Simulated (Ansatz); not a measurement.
**Li5AuO4 (C2/m):Au_i (6-fold void), thermodynamic levels from a 80-atom cell**

Wanted: the transition levels of a self-interstitial in Li5AuO4 (C2/m), from a cell of 80 host atoms with 1 Au put in.

Calculated with Ansatz 0.2.0; place-levels on PBEsol runs: charge-transition levels and formation energies with image-charge correction and potential alignment at the atomic sites.

### 1. The structure

The cell holds 81 atoms: 40 Li, 9 Au and 32 O. Cell: a = 9.403 Å, b = 9.404 Å, c = 9.396 Å, α = 90.0°, β = 102.9°, γ = 90.0°. It derives from Li5AuO4 (space group C2/m). Nearest the centre at fractional (0.223, 0.000, 0.012): Au81 at 0.00 Å, Li6 at 2.07 Å, Li4 at 2.07 Å, O13 at 2.07 Å, O17 at 2.07 Å, Li9 at 2.07 Å, Au12 at 2.20 Å, O36 at 2.52 Å.

As a file:

```xyz
81
Lattice="9.4027 0.0000 -0.0255 0.0000 9.4041 0.0000 -2.0756 0.0000 9.1636" Properties=species:S:1:pos:R:3 pbc="T T T"
Li   -0.5189    7.4521    2.2909
Li    1.8318    2.7501    2.2845
Li    0.0000    2.6571    0.0000
Li    2.3507    7.3591   -0.0064
Li    0.0000    6.7470    0.0000
Li    2.3507    2.0449   -0.0064
Li   -0.5189    1.9519    2.2909
Li    1.8318    6.6540    2.2845
Li    0.0000    0.0000    0.0000
Li    2.3507    4.7020   -0.0064
Au   -0.5189    4.7020    2.2909
Au    1.8318    0.0000    2.2845
O     0.9429    8.0179    1.1430
O     3.2936    3.3159    1.1366
O     0.3699    3.3159    3.4324
O     2.7206    8.0179    3.4260
O     0.9429    1.3861    1.1430
O     3.2936    6.0882    1.1366
O     0.3699    6.0882    3.4324
O     2.7206    1.3861    3.4260
Li   -1.5567    7.4521    6.8727
Li    0.7940    2.7501    6.8663
Li   -1.0378    2.6571    4.5818
Li    1.3129    7.3591    4.5754
Li   -1.0378    6.7470    4.5818
Li    1.3129    2.0449    4.5754
Li   -1.5567    1.9519    6.8727
Li    0.7940    6.6540    6.8663
Li   -1.0378    0.0000    4.5818
Li    1.3129    4.7020    4.5754
Au   -1.5567    4.7020    6.8727
Au    0.7940    0.0000    6.8663
O    -0.0949    8.0179    5.7248
O     2.2558    3.3159    5.7184
O    -0.6679    3.3159    8.0142
O     1.6828    8.0179    8.0078
O    -0.0949    1.3861    5.7248
O     2.2558    6.0882    5.7184
O    -0.6679    6.0882    8.0142
O     1.6828    1.3861    8.0078
Li    4.1824    7.4521    2.2782
Li    6.5331    2.7501    2.2718
Li    4.7013    2.6571   -0.0127
Li    7.0520    7.3591   -0.0191
Li    4.7013    6.7470   -0.0127
Li    7.0520    2.0449   -0.0191
Li    4.1824    1.9519    2.2782
Li    6.5331    6.6540    2.2718
Li    4.7013    0.0000   -0.0127
Li    7.0520    4.7020   -0.0191
Au    4.1824    4.7020    2.2782
Au    6.5331    0.0000    2.2718
O     5.6443    8.0179    1.1303
O     7.9950    3.3159    1.1239
O     5.0713    3.3159    3.4197
O     7.4219    8.0179    3.4133
O     5.6443    1.3861    1.1303
O     7.9950    6.0882    1.1239
O     5.0713    6.0882    3.4197
O     7.4219    1.3861    3.4133
Li    3.1446    7.4521    6.8599
Li    5.4953    2.7501    6.8536
Li    3.6635    2.6571    4.5691
Li    6.0142    7.3591    4.5627
Li    3.6635    6.7470    4.5691
Li    6.0142    2.0449    4.5627
Li    3.1446    1.9519    6.8599
Li    5.4953    6.6540    6.8536
Li    3.6635    0.0000    4.5691
Li    6.0142    4.7020    4.5627
Au    3.1446    4.7020    6.8599
Au    5.4953    0.0000    6.8536
O     4.6065    8.0179    5.7121
O     6.9572    3.3159    5.7057
O     4.0334    3.3159    8.0015
O     6.3841    8.0179    7.9951
O     4.6065    1.3861    5.7121
O     6.9572    6.0882    5.7057
O     4.0334    6.0882    8.0015
O     6.3841    1.3861    7.9951
Au    2.0700    0.0000    0.1019
```

The host's dielectric constants go in as inputs: principal values (3.02, 4.18, 4.33) for the electrons alone, principal values (5.41, 8.74, 10.09) with the ions, from a response run on this crystal (DFPT, PBEsol) at that run's own cell.

The cell's shortest repeat is 9.4 Å.

### 2. The runs of each charge state

Levels follow from differences of total energies between charge states, each relaxed by itself.

Each atom starts 0.05 Å or so off its site in a random direction: a symmetric start keeps its symmetry, and would miss off-centre moves and Jahn–Teller distortions. Forces are taken at one point at (¼, ¼, ¼). The cell holds 1 electron fewer than the neutral one, with a uniform background that keeps it neutral on the whole.

The sampling was tested on the host first: at the k-points planned (1x1x1 shifted 0.25 0.25 0.25) its energy lies 0.000 eV an atom from the dense-mesh value, under the bound of 0.02 eV set for this test; that bounds the host's error, not the defect's.

One of the inputs; charge, spin and start change from state to state.

The input, qp1.relax/input.yaml:

```yaml
crystal:
  lattice:
    - [4.70134262, 0.0, -0.01274326]
    - [0.0, 9.40405317, 0.0]
    - [-1.03781253, 0.0, 4.58179354]
  atoms:
    - { symbol: Li, position: [0.0, 0.7924353, 0.5] }
    - { symbol: Li, position: [0.5, 0.2924353, 0.5] }
    - { symbol: Li, position: [0.0, 0.28254642, 0.0] }
    - { symbol: Li, position: [0.5, 0.78254642, 0.0] }
    - { symbol: Li, position: [0.0, 0.71745358, 0.0] }
    - { symbol: Li, position: [0.5, 0.21745358, 0.0] }
    - { symbol: Li, position: [0.0, 0.2075647, 0.5] }
    - { symbol: Li, position: [0.5, 0.7075647, 0.5] }
    - { symbol: Li, position: [0.0, 0.0, 0.0] }
    - { symbol: Li, position: [0.5, 0.5, 0.0] }
    - { symbol: Au, position: [0.0, 0.5, 0.5] }
    - { symbol: Au, position: [0.5, 0.0, 0.5] }
    - { symbol: O, position: [0.25579724, 0.85260183, 0.25018147] }
    - { symbol: O, position: [0.75579724, 0.35260183, 0.25018147] }
    - { symbol: O, position: [0.24420276, 0.35260183, 0.74981853] }
    - { symbol: O, position: [0.74420276, 0.85260183, 0.74981853] }
    - { symbol: O, position: [0.25579724, 0.14739817, 0.25018147] }
    - { symbol: O, position: [0.75579724, 0.64739817, 0.25018147] }
    - { symbol: O, position: [0.24420276, 0.64739817, 0.74981853] }
    - { symbol: O, position: [0.74420276, 0.14739817, 0.74981853] }
  supercell: [2, 1, 2]
  defects:
    - { interstitial: { symbol: Au, position: [0.222747, 0.0, 0.011743] } }
total_charge: 1
basis:
  ecutwfc: 420
  xc_grid: 2
hamiltonian:
  xc: pbesol
kpoints:
  mp_grid: { grid: [1, 1, 1], shift: [0.25, 0.25, 0.25] }
scf:
  occupations: { method: fixed }
  max_iter: 100
output:
  forces: true
  charged_corrections:
    epsilon: [[3.54, 0.0, 0.64], [0.0, 4.18, 0.0], [0.64, 0.0, 3.81]]
    static_epsilon: [[7.29, 0.0, 2.29], [0.0, 8.74, 0.0], [2.29, 0.0, 8.21]]
relax:
  f_tol: 0.02
  max_steps: 80
  random_displacement: { amplitude: 0.05, seed: 5097 }
checkpoint:
  write: "../qp1.relax.run"
  compress: false
  write_wavefunctions: true
  write_every: 100000
```

Started as:

```
$ ansatz run input.yaml --threads 4 --pin off --max-ram 7536MiB --backend cpu --events-out ev --progress --plain --runs-dir out
```

Defect states can disperse in a cell of this size, so the energy is taken again at a 2×2×2 shifted mesh, on the relaxed structure.

The run of this state that the levels use, under PBEsol:

The input, qp1.point/input.yaml:

```yaml
crystal:
  checkpoint: "../qp1.relax.run"
  host: checkpoint
total_charge: 1
basis:
  ecutwfc: 420
  xc_grid: 2
hamiltonian:
  xc: pbesol
kpoints:
  mp_grid: { grid: [2, 2, 2], shift: [0.5, 0.5, 0.5] }
scf:
  occupations: { method: fermi_dirac, width: 0.01 }
  max_iter: 100
output:
  forces: true
  eigenvalues: true
  charged_corrections:
    epsilon: [[3.54, 0.0, 0.64], [0.0, 4.18, 0.0], [0.64, 0.0, 3.81]]
    static_epsilon: [[7.29, 0.0, 2.29], [0.0, 8.74, 0.0], [2.29, 0.0, 8.21]]
    defect_position: [0.222747, 0.0, 0.011743]
  eigenstates: { localisation: true }
  populations: true
  band_densities: [{ bands: [v1, v1] }, { bands: [c1, c1] }]
  write_density: true
  write_potential: true
  volumetric_format: npy
checkpoint:
  read: "../qp1.relax.run"
  write: "../qp1.point.run"
  compress: false
  write_wavefunctions: false
  write_every: 100000
```

Relaxations under PBEsol at one point at (¼, ¼, ¼); times on 4 threads of Arm Neoverse V1, shared host:

```csv
charge,moment (μB),occupations,outcome,steps,largest displacement against the far atoms (Å),time
0,1,fixed,not converged,-,-,3.4 min
0,1,fermi-dirac,converged,14,0.90,7.6 min
+1,0,fixed,converged,12,1.18,2.5 min
+2,1,fixed,converged,8,0.34,4 min
+3,0,fixed,converged,8,0.40,2.1 min
+3,2,fixed,converged,8,0.35,5.2 min
```

Single points under PBEsol at a 2×2×2 shifted mesh; times on 4 threads of Arm Neoverse V1, shared host:

```csv
charge,moment (μB),occupations,outcome,time
0,1,fermi-dirac,converged,3.8 min
+1,0,fermi-dirac,converged,1.8 min
+2,1,fermi-dirac,converged,3.4 min
+3,0,fermi-dirac,converged,1.7 min
+3,2,fermi-dirac,converged,4.5 min
```

Distances (Å) from Au81 to the nearest atoms after relaxation with PBEsol:

```csv
charge,moment (μB),1.,2.,3.,4.,5.,6.
0,1,O 2.23,O 2.26,Li 2.35,Li 2.45,Li 2.46,Au 2.54
+1,0,O 2.33,O 2.33,Li 2.38,Li 2.55,Li 2.56,Au 2.56
+2,1,O 2.23,O 2.23,O 2.24,O 2.24,Li 2.39,Li 2.39
+3,0,O 2.08,O 2.08,O 2.08,O 2.08,Li 2.44,Li 2.44
+3,2,O 2.19,O 2.19,O 2.28,O 2.28,Li 2.39,Li 2.39
```

### 3. Placing the levels, PBEsol

A charged cell interacts with its images and the background, and its potential has another zero than the host's. place-levels removes the first by a point-charge model, screened by the static dielectric constant since the ions have relaxed around the charge, and the second by comparing potentials at atoms far from the defect.

The host is a run of the defect-free crystal in the same cutoffs, grids and k-points, so that basis and sampling errors cancel in part in the differences. Its band edges come from a run of the primitive cell that searches the zone for them. The host is run in a cell of 20 atoms on a matching mesh. Chemical potentials are energies per atom of Au (fcc), run with the same functional and cutoff.

The input, levels.point.yaml:

```yaml
host:
  run: host.point.run
  levels_from: { run: edges.point.run }
states: [q0_M1.point.run, qp1.point.run, qp2_M1.point.run, qp3.point.run, qp3_M2.point.run]
geometry_from:
  q0_M1.point.run: q0_M1.relax_smeared.run
  qp1.point.run: qp1.relax.run
  qp2_M1.point.run: qp2_M1.relax.run
  qp3.point.run: qp3.relax.run
  qp3_M2.point.run: qp3_M2.relax.run
  host.point.run: host.relax.run
chemical_potentials:
  Au:
    energy: -13007.099302
    dataset: "<sha256 of the dataset>"
epsilon:
  - [3.54, 0.0, 0.64]
  - [0.0, 4.18, 0.0]
  - [0.64, 0.0, 3.81]
static_epsilon:
  - [7.29, 0.0, 2.29]
  - [0.0, 8.74, 0.0]
  - [2.29, 0.0, 8.21]
vertical:
  - { from: qp1.point.run, to: qp1.point_neutral.run }
  - { from: qp2_M1.point.run, to: qp2_M1.point_neutral.run }
  - { from: qp3.point.run, to: qp3.point_neutral.run }
  - { from: qp3_M2.point.run, to: qp3_M2.point_neutral.run }
```

Started as:

```
$ ansatz place-levels levels.point.yaml -- --threads 4 --pin off --max-ram 7536MiB
```

Numbers of over 12 decimals in the logs are rounded to 6 here.

The log of the run:

```text
[... repeated set-up lines and file paths are left out, and long positions are rounded to six places ...]
(+3/+2) 0.305 eV beneath the valence edge (-0.955 eV without the band-filling correction), in the valence band; not on the lower envelope
(+2/+1) 0.542 eV beneath the valence edge (-0.763 eV without the band-filling correction), in the valence band; not on the lower envelope
(+1/0) 1.881 eV above the valence edge, 0.169 eV under the conduction edge
(+3/+1) 0.423 eV beneath the valence edge (-0.859 eV without the band-filling correction), in the valence band: charges between them are lowest nowhere
formation energy of charge +3: +3.505 eV with the Fermi level at the valence edge
formation energy of charge +2: +3.200 eV with the Fermi level at the valence edge
formation energy of charge +1: +2.658 eV with the Fermi level at the valence edge
formation energy of charge 0: +4.538 eV with the Fermi level at the valence edge
vertical +1 to 0: no energy, since no alignment is typed
  the change from vertical[0].from (qp1.point.run) to vertical[0].to (qp1.point_neutral.run): by its potential at epsilon [[3.54, 0, 0.64], [0, 4.18, 0], [0.64, 0, 3.81]] it stands at 0.138 0.000 0.832, with an rms radius of about 3.6 Å (2.2 1.9 2.2 Å across [...]
vertical +2 to 0: no energy, since no alignment is typed
  the change from vertical[1].from (qp2_M1.point.run) to vertical[1].to (qp2_M1.point_neutral.run): by its potential at epsilon [[3.54, 0, 0.64], [0, 4.18, 0], [0.64, 0, 3.81]] it stands at 0.249 1.000 1.000, with an rms radius of about 3.5 Å (1.7 1.7 2.6 Å [...]
vertical +3 to 0: no energy, since no alignment is typed
[...]
of states[4] (qp3_M2.point.run): it parts from the run at its places by a charge that spreads by about 3 Å along one vector (1.6 Å or more is wide), by its potential at epsilon [[3.54, 0, 0.64], [0, 4.18, 0], [0.64, 0, 3.81]], taken for that of held ions [...]
  of vertical[0].from (qp1.point.run): its displacements don't fall off away from the defect: farther atoms stand 0.016 Å off the host's places. [...]
  vertical[0].to (qp1.point_neutral.run): levels filled in part (TS 0.005 eV): its energy is of no whole electron's
  of vertical[0].to (qp1.point_neutral.run): its displacements don't fall off away from the defect: farther atoms stand 0.016 Å off the host's places. [...]
  of vertical[1].from (qp2_M1.point.run): its displacements don't fall off away from the defect: farther atoms stand 0.034 Å off the host's places. [...]
  vertical[1].to (qp2_M1.point_neutral.run): levels filled in part (TS 0.003 eV): its energy is of no whole electron's
  of vertical[1].to (qp2_M1.point_neutral.run): its displacements don't fall off away from the defect: farther atoms stand 0.034 Å off the host's places. [...]
  of vertical[2].from (qp3.point.run): its displacements don't fall off away from the defect: farther atoms stand 0.058 Å off the host's places. [...]
  vertical[2].to (qp3.point_neutral.run): levels filled in part (TS 0.013 eV): its energy is of no whole electron's
  of vertical[2].to (qp3.point_neutral.run): its displacements don't fall off away from the defect: farther atoms stand 0.058 Å off the host's places. [...]
  vertical[3].from (qp3_M2.point.run): levels filled in part (TS 0.005 eV): its energy is of no whole electron's
  of vertical[3].from (qp3_M2.point.run): its displacements don't fall off away from the defect: farther atoms stand 0.038 Å off the host's places. [...]
  vertical[3].to (qp3_M2.point_neutral.run): levels filled in part (TS 0.003 eV): its energy is of no whole electron's
  of vertical[3].to (qp3_M2.point_neutral.run): its displacements don't fall off away from the defect: farther atoms stand 0.038 Å off the host's places. [...]
```

It took 0.7 s on 4 threads of Arm Neoverse V1, shared host.

Levels between the charges placed, in eV above the valence top:

```csv
,gap (eV),(+3/+2),(+2/+1),(+1/0)
PBEsol,2.05,-0.31,-0.54,1.88
```

Corrections by state:

```csv
charge,moment (μB),image terms and alignment (eV),band filling (eV),ε used,"over the lowest of its charge, as the program ranks them, band filling apart (eV)"
+3,0.0,3.806,-0.871,"principal values (5.41, 8.74, 10.09)",0.000
+2,1.0,2.049,-0.221,"principal values (5.41, 8.74, 10.09)",0.000
+1,0.0,0.745,-,"principal values (5.41, 8.74, 10.09)",0.000
0,1.0,0.000,-,-,0.000
+3,2.0,3.493,-,"principal values (5.41, 8.74, 10.09)",0.045
```

The charged structures listed were also run neutral, and place-levels reads from each pair, by the potential or the spins, how wide the charge is by which they differ; that can be the carrier of either run.

```csv
charge,rms radius (Å),spread where it is widest against the cell (Å),wide from (Å),reading
+3,2.5,1.68,1.59,wide
+2,3.5,2.59,1.59,wide
+1,3.6,2.19,1.59,wide
```

The neutral runs of these pairs need not share the spin of the lowest neutral state, and very wide values only mean spread over the cell.

From the program's caveats on the states, each cut to its opening words:

- charge +3: it parts from the run at its places by a charge that spreads by about 1.7 Å along one vector (1.6 Å or more is wide), by the spins about the atoms, where the [...]
- charge +3: a band-filling correction moves a carrier to the host's band edge, which changes its energy by -0.871 eV
- charge +3: the far atoms show a dipole or second moment of the defect's charge, for which the correction takes or leaves out 0.078 eV: further moments aren't read, and [...]
- charge +3: its displacements don't fall off away from the defect: farther atoms stand 0.058 Å off the host's places
- charge +2 (1 μB): it parts from the run at its places by a charge that spreads by about 2.6 Å along one vector (1.6 Å or more is wide), by its potential at epsilon [[3.54, 0, [...]
- charge +2 (1 μB): a band-filling correction moves a carrier to the host's band edge, which changes its energy by -0.221 eV
- charge +2 (1 μB): its displacements don't fall off away from the defect: farther atoms stand 0.034 Å off the host's places
- charge +1: how wide its charge is, is not read beside other atoms or cores, and a band state would take no correction
- charge +1: its displacements don't fall off away from the defect: farther atoms stand 0.016 Å off the host's places
- charge 0 (1 μB): its displacements don't fall off away from the defect: farther atoms stand 0.026 Å off the host's places
- charge +3 (2 μB): it parts from the run at its places by a charge that spreads by about 3 Å along one vector (1.6 Å or more is wide), by its potential at epsilon [[3.54, 0, [...]
- charge +3 (2 μB): its alignment with the host at atomic sites is doubtful: the mean over the far sites moves by +0.0525 eV from their farther parts to their nearer, more than [...]
- charge +3 (2 μB): its displacements don't fall off away from the defect: farther atoms stand 0.038 Å off the host's places
- charge +3 (2 μB): its moments are held at its close (magnetization.spin_locking), by a field of 0.127 eV a Bohr magneton, and its energy and levels are of the state that this [...]

Chemical potentials of the elements' reference phases, run alike. Formation energy by charge state (elemental references; gap 2.05 eV):

```csv
charge,at valence top (eV),at conduction bottom (eV),correction included (eV)
+3,3.50,9.65,2.93
+2,3.20,7.30,1.83
+1,2.66,4.71,0.74
0,4.54,4.54,0.00
```

(Fermi level (eV), lowest formation energy (eV)): (0.00, 2.66), (0.19, 2.84), (0.37, 3.03), (0.56, 3.22), (0.74, 3.40), (0.93, 3.59), (1.12, 3.78), (1.30, 3.96), (1.49, 4.15), (1.68, 4.33), (1.86, 4.52), (2.05, 4.54)

### 4. What came out

```yaml
gap_of_the_host: 2.05 eV (PBEsol)
level_plus_3_plus_2: 0.31 eV below the valence top, not a change between lowest states (-0.96 eV above the valence top without the band-filling term)
level_plus_2_plus_1: 0.54 eV below the valence top, not a change between lowest states (-0.76 eV above the valence top without the band-filling term)
level_plus_1_over_0: 1.88 eV above the valence top
lowest_of_the_charges_placed_just_above_the_valence_top_0p02_ev: +1
lowest_of_the_charges_placed_just_below_the_conduction_bottom_0p02_ev: 0
lowest_formation_energy_at_mid_gap_of_the_charges_run_elemental_references: 3.68 eV
```

In words: Of the charges placed (0, +1, +2 and +3), the lowest changes at 1.88 eV (+1/0) above the valence top, in a gap of 2.05 eV. (+1/0) lies nearer to a band edge than the share of the finite-size correction in it (0.74 eV), and that correction holds for a localised charge alone. Charges below 0 were not placed, so these runs say nothing of levels that involve them. States placed: +3 at 0 μB and 2 μB; +2 at 1 μB; +1 at 0 μB; 0 at 1 μB. Other spin states or structures, where not listed, weren't placed. The program finds carriers beyond a band edge of the host and adds a band-filling term at charge +2 (-0.22 eV) and +3 (-0.87 eV); steps to such a charge show no bound level, and a defect level inside a band would be read the same way. Corrections reach 3.8 eV, so the cell is small for these charges and their levels are rough. At charge 0 and +1 the atom put in ends up to 1.2 Å from its starting place, so the name tells the start alone and the levels can join different sites. The program doubts the alignment of potentials for at least one state, a sign that the cell is small. What this leaves open: PBEsol makes the gap too small and tends to spread out bound carriers; where a gas molecule sets a chemical potential or the host's formation energy, its binding is uncorrected; spin–orbit coupling, which can matter with heavy atoms, is left out.

[Logs are printed without paths, hosts, clocks, repeated set-up lines and the standing remarks that a program may print on its own settings, such as how far it seeks lower states.]

[Hosts, paths, dates, database ids (printed as entryN), source tags and the programs' standing remarks are cut or masked in the printed files.]

[Where a table of states has a column of steps, it counts the stored structures, which are thinned; the runs took as many ionic steps or more.]

[A defect's name tells the site on which it was built; relaxed atoms can leave that site.]

[For some hosts the program warned that the k-mesh of the response run may be too coarse for force constants and the static dielectric constant; such warnings are not shown here.]
